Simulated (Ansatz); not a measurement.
# Germanium (Fd-3m, 2 atoms a cell): converging the G0W0 gap

Aim: see how the G0W0 gap of Germanium (Fd-3m, 2 atoms a cell) on r2SCAN moves with empty bands and screening cutoff, and what each rung costs.

Main program and level: Ansatz 0.2.0; G0W0 on r2SCAN, plane waves, PAW.

## 1. Starting point

Symmetry: Fd-3m, No. 227, cubic system. Conventional cell: a = 5.658 Å, b = 5.658 Å, c = 5.658 Å, α = 90.00°, β = 90.00°, γ = 90.00°. Ge has 4 Ge at 2.45 Å nearest.

The cell and positions come from the Crystallography Open Database and are kept as given unless a step says otherwise.

## 2. 188 empty bands, screening to 150 eV

Now the one-shot GW correction: screening in the RPA, then the self-energy of the levels asked for. This step takes hard PAW files.

File input.yaml:

```yaml
crystal:
  lattice:
    - [0.0, 2.82891, 2.82891]
    - [2.82891, 0.0, 2.82891]
    - [2.82891, 2.82891, 0.0]
  atoms:
    - { symbol: Ge, position: [0.0, 0.0, 0.0] }
    - { symbol: Ge, position: [0.25, 0.25, 0.25] }
kpoints:
  mp_grid: { grid: [8, 8, 8] }
hamiltonian:
  xc: r2scan
  pseudopotentials: { kind: paw, source: ansatz }
scf:
  occupations: { method: fixed }
gw:
  n_empty_bands: 188
  ecut_chi: 150
  qp_bands: [v2, c2]
  qp_kpoints: band_edges
  screening: { model: contour_deformation }
```

Command:

```bash
$ ansatz run input.yaml --threads 3 --pin off --max-ram 92160MiB --backend cuda --events-out ev --progress --plain --runs-dir out --devices 1 --max-vram 13GiB
```

Numbers of over 12 decimals in the logs are rounded to 6 here.

The program printed:

```text
GPUs: using 1 of 1 available (devices: 1).
Engine: ansatz 0.2.0, x86_64-unknown-linux-gnu
Pseudopotentials: kind: paw
Pseudopotential: Ge, paw, valence charge 14, recommended cutoff 1230 eV (meta_gga), Ge.paw.azcp
Functional definition: r2SCAN
  parameter k0 = 0.174
  parameter k1 = 0.065
  parameter a1 = 4.9479
  exchange = r2scan_x(k0 = k0, k1 = k1, a1 = a1)
  correlation = r2scan_c
device memory: the entry about to start is reckoned to put 1.9 GiB on a device that reports 44.6 GiB free (of which the cap on the GPU budget leaves the run 13.0 GiB)
GPU FFT provider: cuFFT
GPU libraries: cuBLAS 13.8.2, cuFFT 12.4.0, cuSOLVER 12.3.4
Crystal: 2 atoms, lattice volume = 45.278 Å³
Basis set: ecut = 1230 eV, 4477 PW (Γ), exchange–correlation on 192×192×192 points (64 copies of the dense FFT grid, shifted against one another)
Bands: 18, of which v1, the nominal top of the filled ones, is band 14 counted from 1 (13 counted from 0)
Symmetry: 48 space group operations
Space group: Fd-3m (ITA 227), of the structure as read, at distance tolerance 3.6e-5 Å
k-points: 29 of 512
Non-local potential: Ge, projectors of the file, l = 0: 2, l = 1: 2, l = 2: 2, l = 3: 2
PAW form: soft (Blöchl's): semilocal exchange-correlation on the pseudo side does not see the compensation charge
PAW frozen core: Ge, regenerated for the run's functional (the file was generated under x = pbe(κ = 0.804, μ = 0.219515), c = pbe(β = 0.066725))
PAW one-centre angular grid: Ge, 590 points (default); XC on 160 Gauss nodes
Initial density: superposition of atomic densities (chi_scale 0.1, normalization cell)
Initial wavefunctions: pseudopotential atomic-orbital guess
GPU buffer pool allocated for 110592 grid points (all kernels)
GPU transforms: local potential: pruned to the plane-wave sphere, on 45×45×45; band sums: pruned to the plane-wave sphere, on 48×48×48
Functional: x = r2scan, c = r2scan; τ floored in thin density (d = 2e-4 eV/Å³)
iter 1 solved again at ethr=1.67e-3 eV; its pass at ethr=3.10e-3 eV (dr2=4.66e-1 eV) is discarded
SCF iter   1: F=—  HF=-8614.140369 eV  |F-HF|=—  |Δ(HF+E_count)|=         —  Δρ=3.35e-2  dr2=4.68e-1  dr2_τ=1.48e-2  ethr=1.67e-3  ⟨swp⟩=1.1  Hψ=3077  notcnv=0  defer=43
preconditioner: auto → none  [insulator: Δε(μ)=0.281 eV  Ē_g=24.440 eV  n_scr=14 (ndim 8)  ℏωp=29.2 eV  f_vac=0.000  ε∞_Penn≈2.4]
SCF iter   2: F=—  HF=-8614.151351 eV  |F-HF|=—  |Δ(HF+E_count)|=   1.10e-2  Δρ=1.67e-2  dr2=1.01e-1  dr2_τ=3.32e-3  ethr=1.67e-3  ⟨swp⟩=2.3  Hψ=737  notcnv=0  defer=53
SCF iter   3: F=—  HF=-8614.158306 eV  |F-HF|=—  |Δ(HF+E_count)|=   6.95e-3  Δρ=1.73e-3  dr2=8.96e-4  dr2_τ=1.30e-3  ethr=3.62e-4  ⟨swp⟩=2.7  Hψ=973  notcnv=0  defer=53
SCF iter   4: F=—  HF=-8614.157575 eV  |F-HF|=—  |Δ(HF+E_count)|=   7.31e-4  Δρ=4.82e-4  dr2=3.17e-5  dr2_τ=1.00e-5  ethr=3.20e-6  ⟨swp⟩=3.3  Hψ=1347  notcnv=0  defer=52
SCF iter   5: F=—  HF=-8614.157594 eV  |F-HF|=—  |Δ(HF+E_count)|=   1.98e-5  Δρ=1.81e-4  dr2=8.57e-6  dr2_τ=7.47e-6  ethr=1.13e-7  ⟨swp⟩=3.3  Hψ=1309  notcnv=0  defer=52
SCF iter   6: F=—  HF=-8614.157584 eV  |F-HF|=—  |Δ(HF+E_count)|=   1.06e-5  Δρ=2.29e-5  dr2=1.36e-7  dr2_τ=2.62e-7  ethr=3.06e-8  ⟨swp⟩=2.9  Hψ=1189  notcnv=0  defer=52
SCF iter   7: F=-8614.157584 eV  HF=-8614.157584 eV  |F-HF|=1.73e-9  |Δ(HF+E_count)|=   2.72e-8  Δρ=4.86e-6  dr2=4.34e-9  dr2_τ=1.12e-9  ethr=3.57e-10  ⟨swp⟩=9.4  Hψ=3012  notcnv=0
SCF 1 converged in 7 iterations: F = -8614.157584 eV  dr2 = 4.34e-9
  greatest PAW one-centre occupation: 0.986 electrons in one spin orbital (limit 2), on the Ge atom at site 1 (counted from 0), in its partial waves of l = 2
device memory: the entry about to start is reckoned to put 2.0 GiB (of the 2.2 GiB reckoned in all, the device holds 0.2 GiB already) on a device that reports 41.2 GiB free (of which the cap on the GPU budget leaves the run 12.8 GiB)
NSCF: frozen V_eff on 29 k-points, pencils in batches of 32, up to order 72
the band table was solved once the SCF had ended and its energy, with any forces and stress, was formed, with the checks that follow a solve (3178 applications of the Hamiltonian). They found nothing against the state; the energy, forces and stress were not computed again (output.eigenvalues in the input reference)
device memory: the entry about to start is reckoned to put 3.1 GiB on a device that reports 42.2 GiB free (of which the cap on the GPU budget leaves the run 13.0 GiB)
NSCF: frozen V_eff on 29 k-points
G₀W₀ screening: q 1/29
[... further progress lines ...]
SCF converged after 7 iterations
Free energy (F): -8614.157584 eV
Harris-Foulkes:  -8614.157584 eV  (|F-HF|=1.73e-9)
Internal energy: -8614.157584 eV  (E = F + TS)
E sigma→0 (E₀):  -8614.157584 eV
Fermi energy:    9.752031 eV
--- Per-component energies (eV) ---
  E_band       = -278.636708
  E_kinetic    = 889.329886
  E_local      = -2404.412605  (includes V_loc(G=0)·N_el)
  E_nonlocal   = -2405.649797
  E_hartree    = 1382.917370
  E_xc         = -336.517734
  E_vxc        = -258.874899  (∫ρ·V_xc dr)
  E_paw        = -3050.539455  (= ΣΔE_a)
  E_vpaw       = 1114.866902  (= ΣTr[D̂ρ^β])
  E_aug_tail   = 0.000080  (compensation charges beyond the density's cutoff)
  E_vtau       = 20.266995  (kinetic-family band-sum trace: ∫τ·v_τ [+ j·A + Jᵃ·Aᵃ] dr)
  E_ewald      = -2687.134708
  E_core_change = -2.150620  (= ΣΔE_core)
  E_smearing   = -0.000000  (= −TS)
  E_closure    = 0.000000  (closes the sum)
  Σ components = -8614.157584   (vs F -8614.157584, Δ=0.00e0)
--- Band table (eV; the first three rows and the last of 29) ---
  k-point 0: bands = [... 10 lower, -3.5526, 9.7520, 9.7520, 9.7520, 10.1909, 12.4731, 12.4731, 12.4731]
  k-point 1: bands = [... 10 lower, -3.3527, 7.4174, 9.3998, 9.3998, 11.0806, 12.9453, 12.9453, 13.5448]
  k-point 2: bands = [... 10 lower, -2.7727, 4.9204, 8.8219, 8.8219, 10.7056, 13.6175, 13.6175, 15.8595]
  k-point 28: bands = [... 10 lower, 0.6400, 0.6400, 5.6954, 5.6954, 14.4496, 14.4496, 14.8130, 14.8130]
--- G₀W₀: contour deformation, 8 samples at zero and on the imaginary axis and 2 off it, 512 q-points, 188 empty bands' worth ---
  eigenvalues of the whole cell's RPA ε∞ on this k-mesh (on a slab, of 1 + 4πα/V) = 48.5125, 48.5125, 48.5125; static W/v taken at q = 0 is 0.020613
  bands read: the sum over 202 bands ends inside a degenerate multiplet in 2 slots, whose members it reads at an even weight; the widest, k=0: bands 201 to 203 (counted from 1) at 2/3 each
  gw.qp_kpoints: band_edges: 15 of 29 stored k-points solved, in 1 pass; an edge of the gap read off the rows below is read off those points alone
    valence top: of the k-points left out ik 10 came nearest to being solved in a further pass, in band 14 (counted from 1, as in the quasiparticle table): it holds the edge there only if its correction is more favourable than any solved in that band by at least 0.968 eV; those differ by 0.016 eV
    conduction bottom: of the k-points left out ik 18 came nearest to being solved in a further pass, in band 15 (counted from 1, as in the quasiparticle table): it holds the edge there only if its correction is more favourable than any solved in that band by at least 0.520 eV; those differ by 0.302 eV
    ik  band        ε_KS         Σx   Σc(E_QP)       V_xc       Z   E_QP_lin       E_QP  E_QP is
     0    13      9.7520   -15.3999     0.4508   -14.6450  0.7656     9.4411     9.4480  root
     0    14      9.7520   -15.3999     0.4508   -14.6450  0.7656     9.4411     9.4480  root
     0    15     10.1909   -13.1102    -3.6591   -16.9564  0.7680    10.3798    10.3779  root
     0    16     12.4731    -8.4757    -4.0562   -12.5908  0.7548    12.5323    12.5320  root
     1    13      9.3998   -15.1794     0.5292   -14.3547  0.7634     9.0980     9.1044  root
     1    14      9.3998   -15.1794     0.5292   -14.3547  0.7634     9.0980     9.1044  root
     1    15     11.0806   -10.9360    -3.6822   -14.7108  0.7652    11.1735    11.1732  root
     1    16     12.9453    -8.6137    -4.1833   -12.8398  0.7500    12.9882    12.9881  root
     2    13      8.8219   -15.1334     0.7706   -14.0663  0.7587     8.5189     8.5254  root
     2    14      8.8219   -15.1334     0.7706   -14.0663  0.7587     8.5189     8.5254  root
     2    15     10.7056   -10.2121    -3.6486   -13.9180  0.7683    10.7630    10.7628  root
     2    16     13.6175    -8.3081    -4.4396   -12.7627  0.7415    13.6324    13.6324  root
     3    13      8.4112   -15.1949     0.9636   -13.9308  0.7553     8.1039     8.1108  root
     3    14      8.4112   -15.1949     0.9636   -13.9308  0.7553     8.1039     8.1108  root
     3    15     10.3427   -10.2194    -3.5591   -13.8170  0.7701    10.3812    10.3812  root
     3    16     13.7844    -7.7686    -4.4760   -12.2255  0.7425    13.7654    13.7653  root
     4    13      8.2681   -15.2254     1.0316   -13.8918  0.7540     7.9591     7.9661  root
     4    14      8.2681   -15.2254     1.0316   -13.8918  0.7540     7.9591     7.9661  root
     4    15     10.2126   -10.2555    -3.5285   -13.8176  0.7706    10.2462    10.2462  root
     4    16     13.7522    -7.5725    -4.4523   -11.9934  0.7443    13.7209    13.7208  root
     5    13      8.8367   -14.8934     0.7005   -13.9013  0.7591     8.5388     8.5450  root
     5    14      8.8367   -14.8934     0.7005   -13.9013  0.7591     8.5388     8.5450  root
     5    15     11.8529    -8.1272    -3.8610   -11.9797  0.7627    11.8444    11.8444  root
     5    16     12.3376   -11.6899    -3.9339   -15.6957  0.7561    12.4098    12.4095  root
[...]
27    13      6.0633   -14.6842     1.9189   -12.4648  0.7220     5.7556     5.7629  root
    27    14      6.0633   -14.6842     1.9189   -12.4648  0.7220     5.7556     5.7629  root
    27    15     11.9507    -7.7043    -4.0042   -11.6175  0.7635    11.8601    11.8597  root
    27    16     11.9507    -7.7043    -4.0042   -11.6175  0.7635    11.8601    11.8597  root
    28    13      5.6954   -14.5359     2.0993   -12.1381  0.7147     5.3899     5.3969  root
    28    14      5.6954   -14.5359     2.0993   -12.1381  0.7147     5.3899     5.3969  root
    28    15     14.4496    -8.3326    -5.0204   -13.3399  0.7290    14.4365    14.4365  root
    28    16     14.4496    -8.3326    -5.0204   -13.3399  0.7290    14.4365    14.4365  root
```

The job ended after 2.8 min (1 × NVIDIA H100 80GB HBM3 (shared by 6 runs) with 3 threads of AMD EPYC 7R13 (Zen 3), shared host; peak memory 2.1 GiB).

This step gave:

```yaml
bands_summed: 202
rpa_eps_infinity_on_this_mesh_eigenvalues: 48.51, 48.51, 48.51
plane_waves_in_the_screening_matrix: 169
q_points_in_the_mesh: 512
g0w0_gap_on_the_mesh: 0.7982 eV
k_of_the_valence_top: 0, 0, 0
k_of_the_conduction_bottom: 0, 0, -0.5
starting_gap_on_the_mesh: 0.4388 eV
z_at_the_valence_top: 0.7656
z_at_the_conduction_bottom: 0.7706
least_direct_g0w0_gap_on_the_computed_points: 0.9299 eV
```

The gap on the mesh goes from 0.44 eV to 0.80 eV, a correction of +0.36 eV, though a band edge has moved to another state.

## 3. 406 empty bands, screening to 250 eV

Bands and screening cutoff are moved together, since each hides the error of the other.

input.yaml, as its differences from that of step 2:

```diff
@@ -16,4 +16,4 @@
 gw:
-  n_empty_bands: 188
-  ecut_chi: 150
+  n_empty_bands: 406
+  ecut_chi: 250
   qp_bands: [v2, c2]
```

The program printed:

```text
GPUs: using 1 of 1 available (devices: 1).
[...]
GPU FFT provider: cuFFT
GPU libraries: cuBLAS 13.8.2, cuFFT 12.4.0, cuSOLVER 12.3.4
Crystal: 2 atoms, lattice volume = 45.278 Å³
Basis set: ecut = 1230 eV, 4477 PW (Γ), exchange–correlation on 192×192×192 points (64 copies of the dense FFT grid, shifted against one another)
Bands: 18, of which v1, the nominal top of the filled ones, is band 14 counted from 1 (13 counted from 0)
[... 1 set-up line as in the run before ...]
[...]
k-points: 29 of 512
[...]
GPU buffer pool allocated for 110592 grid points (all kernels)
[...]
SCF iter   7: F=-8614.157584 eV  HF=-8614.157584 eV  |F-HF|=1.73e-9  |Δ(HF+E_count)|=   2.72e-8  Δρ=4.86e-6  dr2=4.34e-9  dr2_τ=1.12e-9  ethr=3.57e-10  ⟨swp⟩=9.4  Hψ=3012  notcnv=0
SCF 1 converged in 7 iterations: F = -8614.157584 eV  dr2 = 4.34e-9
[...]
NSCF: frozen V_eff on 29 k-points, pencils in batches of 32, up to order 72
[...]
NSCF: frozen V_eff on 29 k-points
G₀W₀ screening: q 1/29
[... further progress lines ...]
SCF converged after 7 iterations
Free energy (F): -8614.157584 eV
[...]
Internal energy: -8614.157584 eV  (E = F + TS)
E sigma→0 (E₀):  -8614.157584 eV
Fermi energy:    9.752031 eV
[...]
--- Band table (eV; the first three rows and the last of 29) ---
  k-point 0: bands = [... 10 lower, -3.5526, 9.7520, 9.7520, 9.7520, 10.1909, 12.4731, 12.4731, 12.4731]
  k-point 1: bands = [... 10 lower, -3.3527, 7.4174, 9.3998, 9.3998, 11.0806, 12.9453, 12.9453, 13.5448]
  k-point 2: bands = [... 10 lower, -2.7727, 4.9204, 8.8219, 8.8219, 10.7056, 13.6175, 13.6175, 15.8595]
  k-point 28: bands = [... 10 lower, 0.6400, 0.6400, 5.6954, 5.6954, 14.4496, 14.4496, 14.8130, 14.8130]
[...]
0    13      9.7520   -15.3999     0.3595   -14.6450  0.7656     9.3375     9.3567  root
     0    14      9.7520   -15.3999     0.3595   -14.6450  0.7656     9.3375     9.3567  root
     0    15     10.1909   -13.1102    -3.8345   -16.9564  0.7681    10.2025    10.2025  root
     0    16     12.4731    -8.4757    -4.1323   -12.5908  0.7549    12.4560    12.4560  root
     1    13      9.3998   -15.1794     0.4395   -14.3547  0.7633     8.9979     9.0147  root
     1    14      9.3998   -15.1794     0.4395   -14.3547  0.7633     8.9979     9.0147  root
     1    15     11.0806   -10.9360    -3.8111   -14.7108  0.7652    11.0444    11.0443  root
     1    16     12.9453    -8.6137    -4.2626   -12.8398  0.7500    12.9090    12.9089  root
[...]
28    13      5.6954   -14.5359     2.0366   -12.1381  0.7145     5.3211     5.3342  root
    28    14      5.6954   -14.5359     2.0366   -12.1381  0.7145     5.3211     5.3342  root
    28    15     14.4496    -8.3326    -5.1179   -13.3399  0.7291    14.3395    14.3390  root
    28    16     14.4496    -8.3326    -5.1179   -13.3399  0.7291    14.3395    14.3390  root
```

The job ended after 4.8 min (1 × NVIDIA H100 80GB HBM3 (shared by 6 runs) with 3 threads; peak memory 3.4 GiB).

This step gave:

```yaml
bands_summed: 420
rpa_eps_infinity_on_this_mesh_eigenvalues: 48.53, 48.53, 48.53
plane_waves_in_the_screening_matrix: 411
q_points_in_the_mesh: 512
g0w0_gap_on_the_mesh: 0.7770 eV
k_of_the_valence_top: 0, 0, 0
k_of_the_conduction_bottom: 0, 0, -0.5
starting_gap_on_the_mesh: 0.4388 eV
z_at_the_valence_top: 0.7656
z_at_the_conduction_bottom: 0.7706
least_direct_g0w0_gap_on_the_computed_points: 0.8458 eV
```

Against the run with 8×8×8 mesh, 188 empty bands, screening to 150 eV, hard PAW files, the gap moves by −0.02 eV.

## 4. Changing the k mesh: 10×10×10 mesh, 188 empty bands, screening to 150 eV, hard PAW files

A second mesh at equal bands and cutoff isolates the sampling error. Bands and cutoff differ from the step before, so it is read against an earlier run that matches them.

input.yaml, as its differences from that of step 3:

```diff
@@ -9,3 +9,3 @@
 kpoints:
-  mp_grid: { grid: [8, 8, 8] }
+  mp_grid: { grid: [10, 10, 10] }
 hamiltonian:
@@ -16,4 +16,4 @@
 gw:
-  n_empty_bands: 406
-  ecut_chi: 250
+  n_empty_bands: 188
+  ecut_chi: 150
   qp_bands: [v2, c2]
```

The program printed:

```text
GPUs: using 1 of 1 available (devices: 1).
[...]
GPU FFT provider: cuFFT
GPU libraries: cuBLAS 13.8.2, cuFFT 12.4.0, cuSOLVER 12.3.4
Crystal: 2 atoms, lattice volume = 45.278 Å³
Basis set: ecut = 1230 eV, 4477 PW (Γ), exchange–correlation on 192×192×192 points (64 copies of the dense FFT grid, shifted against one another)
Bands: 18, of which v1, the nominal top of the filled ones, is band 14 counted from 1 (13 counted from 0)
[...]
1    16     12.7962    -8.6153    -4.1130   -12.7829  0.7539    12.8509    12.8508  root
[...]
46    13      5.7596   -14.5572     2.0588   -12.1947  0.7173     5.4478     5.4559  root
    46    14      5.7596   -14.5572     2.0588   -12.1947  0.7173     5.4478     5.4559  root
    46    15     13.4434    -7.7345    -4.4781   -12.1379  0.7457    13.3690    13.3687  root
    46    16     13.4434    -7.7345    -4.4781   -12.1379  0.7457    13.3690    13.3687  root
[key lines of the parts left out:]
SCF converged after 7 iterations
Free energy (F): -8614.164037 eV
Fermi energy:    9.750580 eV
```

It took 5.8 min on 1 × NVIDIA H100 80GB HBM3 (shared by 6 runs) with 3 threads; peak memory 2.6 GiB.

Numbers from this step:

| Property | Result |
| --- | --- |
| bands summed | 202 |
| RPA ε∞ on this mesh (eigenvalues) | 32.27, 32.27, 32.27 |
| plane waves in the screening matrix | 169 |
| G0W0 gap on the mesh | 0.8086 eV |
| k of the valence top | 0, 0, 0 |
| k of the conduction bottom | 0, 0, -0.5 |
| starting gap on the mesh | 0.4384 eV |
| least direct G0W0 gap on the computed points | 0.9361 eV |

Against the run with 8×8×8 mesh, 188 empty bands, screening to 150 eV, hard PAW files, the gap moves by +0.010 eV.

## 5. Side by side

Times are wall times on 1 × NVIDIA H100 80GB HBM3 (shared by 6 runs) with 3 threads of AMD EPYC 7R13 (Zen 3), shared host. The host was busy with other work, so they are no guide to cost.

| mesh | files | frequency | bands summed | cutoff (eV) | start (eV) | G0W0 (eV) | time | host memory (GiB) |
| --- | --- | --- | --- | --- | --- | --- | --- | --- |
| 8×8×8 | hard PAW | contour deformation | 202 | 150 | 0.439 | 0.798 | 2.8 min | 2.1 |
| 8×8×8 | hard PAW | contour deformation | 420 | 250 | 0.439 | 0.777 | 4.8 min | 3.4 |
| 10×10×10 | hard PAW | contour deformation | 202 | 150 | 0.438 | 0.809 | 5.8 min | 2.6 |

The parts of the quasiparticle energy at the two band edges (eV; QP = start + Σx + Σc − Vxc):

| run | edge | start | Σx | Σc | Vxc | Z | QP |
| --- | --- | --- | --- | --- | --- | --- | --- |
| 202 bands | valence top | 9.75 | -15.40 | 0.45 | -14.64 | 0.77 | 9.45 |
| 202 bands | conduction bottom | 10.21 | -10.26 | -3.53 | -13.82 | 0.77 | 10.25 |
| 420 bands | valence top | 9.75 | -15.40 | 0.36 | -14.64 | 0.77 | 9.36 |
| 420 bands | conduction bottom | 10.21 | -10.26 | -3.64 | -13.82 | 0.77 | 10.13 |

 Where G0W0 reorders the edges (202 bands and 420 bands), the two states listed lie further apart at the start than the starting gap.

## 6. Outcome

| Quantity | Value |
| --- | --- |
| 202 bands, 150 eV | 0.798 eV |
| 420 bands, 250 eV | 0.777 eV |
| estimated limit in bands and cutoff | 0.76 eV |
| mesh and start | 8×8×8, r2SCAN |

**Reading.** A line in one over the bands through the two rungs gives 0.76 eV, −0.02 eV from the top rung; with two points alone it is an unchecked estimate. The rungs stand 0.04 eV (202 bands) and 0.02 eV (420 bands) from it. From 202 to 420 bands the gap moves by −0.02 eV. Σc changes by −0.09 eV at the valence top and −0.11 eV at the conduction bottom, so the levels themselves move more than the gap between them. On the 10×10×10 mesh in place of 8×8×8 the gap differs by +0.01 eV, of which −0.0004 eV is already in the start. Gaps are over the mesh's points; an edge off the mesh would be missed. The 8×8×8 mesh is coarse for this cell (its supercell is 32 Å along the shortest edge). The RPA ε∞ on it, from the r2SCAN start, is 48.53; such meshes misread the long-range screening, most where the gap is narrow. The RPA ε∞ on this mesh reaches over 25; with a narrow direct gap a coarse mesh can overstate it, and the correction is then too small. The many-body steps are scalar-relativistic: spin-orbit coupling is not in them.

[Paths, hosts, dates, memory and timing lines, banners, echoed tables and standing remarks are left out of the program output.]

[Logs are printed without paths, hosts, clocks, repeated set-up lines and the standing remarks that a program may print on its own settings, such as how far it seeks lower states.]

[Runs of the session that timed out or met a known fault of the program may be left out.]

[Cells called generated may have been cut or substituted from an entry of the Crystallography Open Database or the Materials Project.]

[Hosts, paths, dates, database ids (printed as entryN), source tags and the programs' standing remarks are cut or masked in the printed files.]
